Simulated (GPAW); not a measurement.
**Dielectric function and optical constants of CsPbCl3**

Wanted: where CsPbCl3 starts to absorb, how strongly, and its refractive index.

Method: DFT, RPBE, plane-wave PAW (GPAW data sets), scalar-relativistic, RPA, optical limit, in GPAW 26.7.0.

## 1. Starting point

Symmetry: Pm-3m, No. 221, cubic system. Conventional cell: a = 5.605 Å, b = 5.605 Å, c = 5.605 Å, α = 90.00°, β = 90.00°, γ = 90.00°. Pb has 6 Cl at 2.80 Å nearest. Cs has 12 Cl at 3.96 Å nearest. Cl has 2 Pb at 2.80 Å and 4 Cs at 3.96 Å nearest. Farther neighbours and most contacts between anions are not listed.

As a file:

```cif
data_structure
_symmetry_space_group_name_H-M 'Pm-3m'
_symmetry_Int_Tables_number 221
_cell_length_a 5.6050
_cell_length_b 5.6050
_cell_length_c 5.6050
_cell_angle_alpha 90.000
_cell_angle_beta 90.000
_cell_angle_gamma 90.000
_cell_volume 176.09
loop_
_atom_site_label
_atom_site_type_symbol
_atom_site_symmetry_multiplicity
_atom_site_Wyckoff_symbol
_atom_site_fract_x
_atom_site_fract_y
_atom_site_fract_z
_atom_site_occupancy
Pb1 Pb 1 b 0.50000 0.50000 0.50000 1
Cs1 Cs 1 a 0.00000 0.00000 0.00000 1
Cl1 Cl 3 c 0.50000 0.00000 0.50000 1
```

## 2. Ground state

First the ground state: is it a metal or has it a gap?

This step: DFT, RPBE, plane-wave PAW (GPAW data sets), scalar-relativistic, ground state (GPAW 26.7.0).

Input file gs.py:

```python
from ase import Atoms
from ase.dft.bandgap import bandgap
from gpaw import GPAW, PW, FermiDirac

atoms = Atoms(['Pb', 'Cs', 'Cl', 'Cl', 'Cl'],
              cell=[[5.60500000, 0.00000000, 0.00000000],
                    [0.00000000, 5.60500000, 0.00000000],
                    [0.00000000, 0.00000000, 5.60500000]],
              scaled_positions=[[0.50000000, 0.50000000, 0.50000000],
                                [0.00000000, 0.00000000, 0.00000000],
                                [0.50000000, 0.00000000, 0.50000000],
                                [0.00000000, 0.50000000, 0.50000000],
                                [0.50000000, 0.50000000, 0.00000000]],
              pbc=[True, True, True])
atoms.calc = GPAW(mode=PW(400), xc='RPBE', kpts={'size': (4, 4, 4), 'gamma': True},
                  occupations=FermiDirac(0.05), maxiter=150, txt='gs.txt')
print('energy (eV)', atoms.get_potential_energy())
print('Fermi level (eV)', atoms.calc.get_fermi_level())
print('valence electrons', atoms.calc.get_number_of_electrons())
print('gap (eV)', bandgap(atoms.calc, output=None)[0])
print('direct gap (eV)', bandgap(atoms.calc, direct=True, output=None)[0])
atoms.calc.write('gs.gpw')
```

Launch:

```sh
$ OMP_NUM_THREADS=1 python gs.py
```

Numbers of over 12 decimals in the logs are rounded to 6 here.

Log:

```text
__  _  _
 | _ |_)|_||  |
 |__||  | ||/\| - 26.7.0

Versions:
  Python: 3.12.14
  ASE:    3.29.0
  Numpy:  2.5.5
  Scipy:  1.18.1
  Libxc:  7.0.0

Input parameters:
  mode=PW(ecut=400.0),
  kpts=MonkhorstPack(size=(4, 4, 4), gamma=True),
  maxiter=150,
  occupations=Occupations(name='fermi-dirac', width=0.05, fixmagmom=False),
  xc=XC(name='RPBE')

Diagonalizing LCAO Hamiltonian
Converting LCAO to pw mode
    .-------------.
   /|             |
  / |             |
 *  |             |
 |  |             |
 | Cl    Pb       |
 |  |   Cl        |
 |  .-------------.
 | /     Cl      /
 |/             /
 Cs------------*

Atoms  # Å, Bohr magnetons
|   | symbol |        x |        y |        z |    initial magnetic moments |
| 0 |     Pb | 2.802500 | 2.802500 | 2.802500 | ( 0.0000,  0.0000,  0.0000) |
| 1 |     Cs | 0.000000 | 0.000000 | 0.000000 | ( 0.0000,  0.0000,  0.0000) |
| 2 |     Cl | 2.802500 | 0.000000 | 2.802500 | ( 0.0000,  0.0000,  0.0000) |
| 3 |     Cl | 0.000000 | 2.802500 | 2.802500 | ( 0.0000,  0.0000,  0.0000) |
| 4 |     Cl | 2.802500 | 2.802500 | 0.000000 | ( 0.0000,  0.0000,  0.0000) |

Unit cell  # Å
| periodic |        x |        y |        z |  lengths |    angles |
|      yes | 5.605000 | 0.000000 | 0.000000 | 5.605000 | 90.000000 |
|      yes | 0.000000 | 5.605000 | 0.000000 | 5.605000 | 90.000000 |
|      yes | 0.000000 | 0.000000 | 5.605000 | 5.605000 | 90.000000 |

Number of symmetries: 48
Symmetry operations  # r_c * U_cc + t_c -> r_c
|    | kind |            matrix            |
|  0 |  E   |  1, 0, 0,  0, 1, 0,  0, 0, 1 |
|  1 |  σ   |  1, 0, 0,  0, 1, 0,  0, 0,-1 |
|  2 |  σ   |  1, 0, 0,  0, 0, 1,  0, 1, 0 |
|  3 |  C4  |  1, 0, 0,  0, 0, 1,  0,-1, 0 |
|  4 |  C4  |  1, 0, 0,  0, 0,-1,  0, 1, 0 |
|  5 |  σ   |  1, 0, 0,  0, 0,-1,  0,-1, 0 |
|  6 |  σ   |  1, 0, 0,  0,-1, 0,  0, 0, 1 |
|  7 |  C2  |  1, 0, 0,  0,-1, 0,  0, 0,-1 |
|  8 |  σ   |  0, 1, 0,  1, 0, 0,  0, 0, 1 |
|  9 |  C2  |  0, 1, 0,  1, 0, 0,  0, 0,-1 |
| 10 |  C3  |  0, 1, 0,  0, 0, 1,  1, 0, 0 |
| 11 |  S6  |  0, 1, 0,  0, 0, 1, -1, 0, 0 |
| 12 |  S6  |  0, 1, 0,  0, 0,-1,  1, 0, 0 |
| 13 |  C3  |  0, 1, 0,  0, 0,-1, -1, 0, 0 |
| 14 |  C4  |  0, 1, 0, -1, 0, 0,  0, 0, 1 |
| 15 |  S4  |  0, 1, 0, -1, 0, 0,  0, 0,-1 |
| 16 |  C3  |  0, 0, 1,  1, 0, 0,  0, 1, 0 |
| 17 |  S6  |  0, 0, 1,  1, 0, 0,  0,-1, 0 |
| 18 |  σ   |  0, 0, 1,  0, 1, 0,  1, 0, 0 |
| 19 |  C4  |  0, 0, 1,  0, 1, 0, -1, 0, 0 |
| 20 |  C2  |  0, 0, 1,  0,-1, 0,  1, 0, 0 |
| 21 |  S4  |  0, 0, 1,  0,-1, 0, -1, 0, 0 |
| 22 |  S6  |  0, 0, 1, -1, 0, 0,  0, 1, 0 |
| 23 |  C3  |  0, 0, 1, -1, 0, 0,  0,-1, 0 |
| 24 |  S6  |  0, 0,-1,  1, 0, 0,  0, 1, 0 |
| 25 |  C3  |  0, 0,-1,  1, 0, 0,  0,-1, 0 |
| 26 |  C4  |  0, 0,-1,  0, 1, 0,  1, 0, 0 |
| 27 |  σ   |  0, 0,-1,  0, 1, 0, -1, 0, 0 |
| 28 |  S4  |  0, 0,-1,  0,-1, 0,  1, 0, 0 |
| 29 |  C2  |  0, 0,-1,  0,-1, 0, -1, 0, 0 |
| 30 |  C3  |  0, 0,-1, -1, 0, 0,  0, 1, 0 |
| 31 |  S6  |  0, 0,-1, -1, 0, 0,  0,-1, 0 |
| 32 |  C4  |  0,-1, 0,  1, 0, 0,  0, 0, 1 |
| 33 |  S4  |  0,-1, 0,  1, 0, 0,  0, 0,-1 |
| 34 |  S6  |  0,-1, 0,  0, 0, 1,  1, 0, 0 |
| 35 |  C3  |  0,-1, 0,  0, 0, 1, -1, 0, 0 |
| 36 |  C3  |  0,-1, 0,  0, 0,-1,  1, 0, 0 |
| 37 |  S6  |  0,-1, 0,  0, 0,-1, -1, 0, 0 |
| 38 |  σ   |  0,-1, 0, -1, 0, 0,  0, 0, 1 |
| 39 |  C2  |  0,-1, 0, -1, 0, 0,  0, 0,-1 |
| 40 |  σ   | -1, 0, 0,  0, 1, 0,  0, 0, 1 |
| 41 |  C2  | -1, 0, 0,  0, 1, 0,  0, 0,-1 |
| 42 |  C2  | -1, 0, 0,  0, 0, 1,  0, 1, 0 |
| 43 |  S4  | -1, 0, 0,  0, 0, 1,  0,-1, 0 |
| 44 |  S4  | -1, 0, 0,  0, 0,-1,  0, 1, 0 |
| 45 |  C2  | -1, 0, 0,  0, 0,-1,  0,-1, 0 |
| 46 |  C2  | -1, 0, 0,  0,-1, 0,  0, 0, 1 |
| 47 |  i   | -1, 0, 0,  0,-1, 0,  0, 0,-1 |

BZ-sampling:
  Number of BZ points: 64
  Number of IBZ points: 10

  Monkhorst-Pack size: [4, 4, 4]
  Monkhorst-Pack shift: [0.125, 0.125, 0.125]

K-points  # in reciprocal-cell coordinates
|   |                                coordinates |     weight |
| 0 | (  0.00000000,   0.00000000,   0.00000000) | 0.01562500 |
| 1 | (  0.25000000,   0.00000000,   0.00000000) | 0.09375000 |
| 2 | (  0.25000000,   0.25000000,   0.00000000) | 0.18750000 |
| 3 | (  0.25000000,   0.25000000,   0.25000000) | 0.12500000 |
| 4 | (  0.50000000,   0.00000000,   0.00000000) | 0.04687500 |
| 5 | (  0.50000000,   0.25000000,   0.00000000) | 0.18750000 |
| 6 | (  0.50000000,   0.25000000,   0.25000000) | 0.18750000 |
| 7 | (  0.50000000,   0.50000000,   0.00000000) | 0.04687500 |
| 8 | (  0.50000000,   0.50000000,   0.25000000) | 0.09375000 |
| 9 | (  0.50000000,   0.50000000,   0.50000000) | 0.01562500 |

Plane wave coefficients: 3218
Cutoff: 400.0 eV

Spin-components: 1 (collinear spins)
Bands:           26
Projectors:      26
Spin-degeneracy: 2
Datatype:        complex128

Parallelization:
  kpt:    1
  domain: 1
  band:   1

Density:
  Valence electrons: 44.0
  Components: 1
  Grid points: [27 27 27]
  Charge: 0.0  # |e|

Potential:
  Grid points: [27 27 27]

species:
  Pb:
    name:    Lead
    id:
    Z:       82.0
    valence: 14
    core:    68
    charge:  0.0  # [|e|]
    compensation charges:
      type: gauss
      rc: 0.38  # [Å]
      lmax: 2
    cutoffs:
      filter: 2.36  # [Å]
      core: 2.43  # [Å]
    projectors
    | kind |    occ | energy [eV] | rcut [Å] |
    |   6s |  2.000 |     -11.900 |    1.259 |
    |   6p |  2.000 |      -3.434 |    1.275 |
    |   5d | 10.000 |     -21.207 |    1.217 |
    |    s |        |      15.312 |    1.259 |
    |    p |        |      23.777 |    1.275 |
    |    d |        |       6.004 |    1.217 |

    Using partial waves for Pb as LCAO basis

  Cs:
    name:    Caesium
    id:
    Z:       55.0
    valence: 9
    core:    46
    charge:  0.0  # [|e|]
    compensation charges:
      type: gauss
      rc: 0.33  # [Å]
      lmax: 2
    cutoffs:
      filter: 2.06  # [Å]
      core: 2.51  # [Å]
    projectors
    | kind |    occ | energy [eV] | rcut [Å] |
    |   5s |  2.000 |     -26.702 |    1.164 |
    |   6s |  1.000 |      -2.025 |    1.164 |
    |   5p |  6.000 |     -13.538 |    1.058 |
    |    p |        |      13.673 |    1.058 |
    |    d |        |       0.000 |    1.058 |

    Using partial waves for Cs as LCAO basis

  Cl:
    name:    Chlorine
    id:
    Z:       17.0
    valence: 7
    core:    10
    charge:  0.0  # [|e|]
    compensation charges:
      type: gauss
      rc: 0.25  # [Å]
      lmax: 2
    cutoffs:
      filter: 1.40  # [Å]
      core: 1.49  # [Å]
    projectors
    | kind |    occ | energy [eV] | rcut [Å] |
    |   3s |  2.000 |     -20.687 |    0.794 |
    |   3p |  5.000 |      -8.572 |    0.794 |
    |    s |        |       6.524 |    0.794 |
    |    p |        |      18.639 |    0.794 |
    |    d |        |       0.000 |    0.794 |

    Using partial waves for Cl as LCAO basis

Reference energy: -816776.637176  # eV

eigensolver:
  PPCG
  Converge bands: occupied
  niter=2

density mixing:
  MSR1-Mixer
  Pratt-step length: 0.05
  Maximum mixing coefficient: 0.75
  Old densities: 10
  SVD Regularization: 0.005
  Good broyden scale: 1.0
  Trust region scale: 1.0
  Backstep threshold: 4.0
  History deletion threshold: 6.0
  Fourier metric: weight=20.0, sigma=0.015

occupation numbers:
  Fermi-Dirac:
    width: 0.0500  # eV

poisson solver:
  ecut: 3200.0  # eV

xc functional:
  name: RPBE with 2 nearest neighbor stencil

convergence criteria:
- Maximum [total energy] change in last 3 cyles: 0.0005 eV / valence electron
- Maximum integral of absolute [dens]ity change: 0.0001 electrons / valence electron
- Maximum integral of absolute [eigenst]ate change: 4e-08 eV^2 / valence electron
maximum number of iterations: 150

SCF iterations
|iter     |      energy | eigst |  dens |
|iter:   1||  -17.077544 | -0.22 |       |
|iter:   2||  -16.931946 | -1.80 | -1.22 |
|iter:   3||  -16.338420 | -1.23 | -1.27 |
|iter:   4||  -16.353039 | -2.87 | -1.77 |
|iter:   5||  -16.360766 | -3.87 | -2.17 |
|iter:   6||  -16.361370c| -4.76 | -2.90 |
|iter:   7||  -16.361419c| -5.92 | -3.46 |
|iter:   8||  -16.361424c| -6.85 | -4.05c|
|iter:   9||  -16.361424c| -7.88c| -4.91c|

Converged in 9 steps
SCF loop duration: 11.582 s (1.287 s/step)
Energy contributions relative to reference atoms: (reference = -816776.637176)

Energy contributions:
  Kinetic:          40.749464
  Coulomb:         -39.293942
  Zero:             -0.092754
  External:          0.000000
  Xc:              -17.724193
  Entropy:          -0.000000
  Spinorbit:         0.000000
  ----------------------------
  Free energy:     -16.361424
  Extrapolated:    -16.361424

dipole moment: (-52.494287, -52.494287, -52.494287)  # |e|*Ang

Fermi level: 4.187
Eigenvalues  # (at kpt = [0.000, 0.000, 0.000])
| band index |      eig [eV] | occ [0-2] |
|          0 |       -18.214 |     2.000 |
|        ... |               |           |
|         14 |        -1.468 |     2.000 |
|         15 |        -1.468 |     2.000 |
|         16 |         0.542 |     2.000 |
|         17 |         0.542 |     2.000 |
|         18 |         0.542 |     2.000 |
|         19 |         0.644 |     2.000 |
|         20 |         0.644 |     2.000 |
|         21 |         0.644 |     2.000 |
|         22 |         6.859 |     0.000 |
|         23 |         9.449 |     0.000 |
|         24 |         9.449 |     0.000 |
|         25 |         9.449 |     0.000 |

Gap: 1.990 eV
Transition (v -> c):
  (s=0, k=9, n=21, [0.50, 0.50, 0.50]) -> (s=0, k=9, n=22, [0.50, 0.50, 0.50])
No difference between direct/indirect transitions

--- standard output ---
energy (eV) -16.361424
Fermi level (eV) 4.186747
valence electrons 44.0
gap (eV) 1.990402
direct gap (eV) 1.990402
```

Elapsed: 13 s, on 1 thread of Arm Neoverse V2, shared host; peak memory 0.17 GiB.

Read-outs, printed or worked out from the files:

| Property | Result |
| --- | --- |
| energy | -16.36 eV |
| Fermi energy | 4.187 eV |
| gap on the k-mesh | 1.990 eV |
| direct gap on the mesh | 1.990 eV |
| electrons | 44 |

There is a gap, 1.99 eV on this mesh (points off the mesh can give less), so no carriers' term is needed.

## 3. Bands for the response

The response needs many more empty bands than the density does.

This step: DFT, RPBE, plane-wave PAW (GPAW data sets), scalar-relativistic, bands at fixed density (GPAW 26.7.0).

Input file nscf.py:

```python
from ase.dft.bandgap import bandgap
from gpaw import GPAW, FermiDirac

calc = GPAW('gs.gpw').fixed_density(kpts={'size': (6, 6, 6), 'gamma': True}, nbands=84, convergence={'bands': 78},
                                    occupations=FermiDirac(0.001), txt='nscf.txt')
print('gap (eV)', bandgap(calc, output=None)[0])
print('direct gap (eV)', bandgap(calc, direct=True, output=None)[0])
print('top band over the Fermi level (eV)', min(calc.get_eigenvalues(kpt=k)[77] for k in range(len(calc.get_ibz_k_points()))) - calc.get_fermi_level())
calc.write('full.gpw', mode='all')
```

Launch:

```sh
$ OMP_NUM_THREADS=1 python nscf.py
```

Log:

```text
Diagonalizing LCAO Hamiltonian
Converting LCAO to pw mode
convergence criteria:
- Maximum integral of absolute [eigenst]ate change: 4e-08 eV^2 / valence electron
maximum number of iterations: 150

SCF iterations
|iter     |      energy | eigst |  dens |
|iter:   1||             | +3.48 |       |
|iter:   2||             | +2.34 |       |
|iter:   3||             | +1.49 |       |
|iter:   4||             | +0.62 |       |
|iter:   5||             | +0.06 |       |
|iter:   6||             | -0.51 |       |
|iter:   7||             | -0.98 |       |
|iter:   8||             | -1.49 |       |
|iter:   9||             | -1.95 |       |
|iter:  10||             | -2.44 |       |
|iter:  11||             | -2.86 |       |
|iter:  12||             | -3.30 |       |
|iter:  13||             | -3.69 |       |
|iter:  14||             | -4.11 |       |
|iter:  15||             | -4.47 |       |
|iter:  16||             | -4.87 |       |
|iter:  17||             | -5.23 |       |
|iter:  18||             | -5.62 |       |
|iter:  19||             | -5.96 |       |
|iter:  20||             | -6.31 |       |
|iter:  21||             | -6.63 |       |
|iter:  22||             | -6.94 |       |
|iter:  23||             | -7.24 |       |
|iter:  24||             | -7.51c|       |
SCF steps: 24
  __  _  _
 | _ |_)|_||  |
 |__||  | ||/\| - 26.7.0

Versions:
  Python: 3.12.14
  ASE:    3.29.0
  Numpy:  2.5.5
  Scipy:  1.18.1
  Libxc:  7.0.0

Input parameters:
  mode=PW(ecut=400.0),
  convergence={'bands': 78},
  gpts=array([27, 27, 27]),
  kpts=MonkhorstPack(size=(6, 6, 6), gamma=True),
  maxiter=150,
  nbands=84,
  occupations=Occupations(name='fermi-dirac', width=0.001, fixmagmom=False),
  parallel={},
  xc=XC(name='RPBE')

--- standard output ---
gap (eV) 1.990402
direct gap (eV) 1.990402
top band over the Fermi level (eV) 21.112535
```

Elapsed: 2.9 min, on 1 thread; peak memory 0.28 GiB.

(Part 1 of 2 ends here.)

[Machine, clock and banner lines and Python warnings are left out of the logs.]

[Logs are printed without paths, hosts, clocks, repeated set-up lines and the standing remarks that a program may print on its own settings, such as how far it seeks lower states.]

[Hosts, paths, dates, database ids (printed as entryN), source tags and the programs' standing remarks are cut or masked in the printed files.]
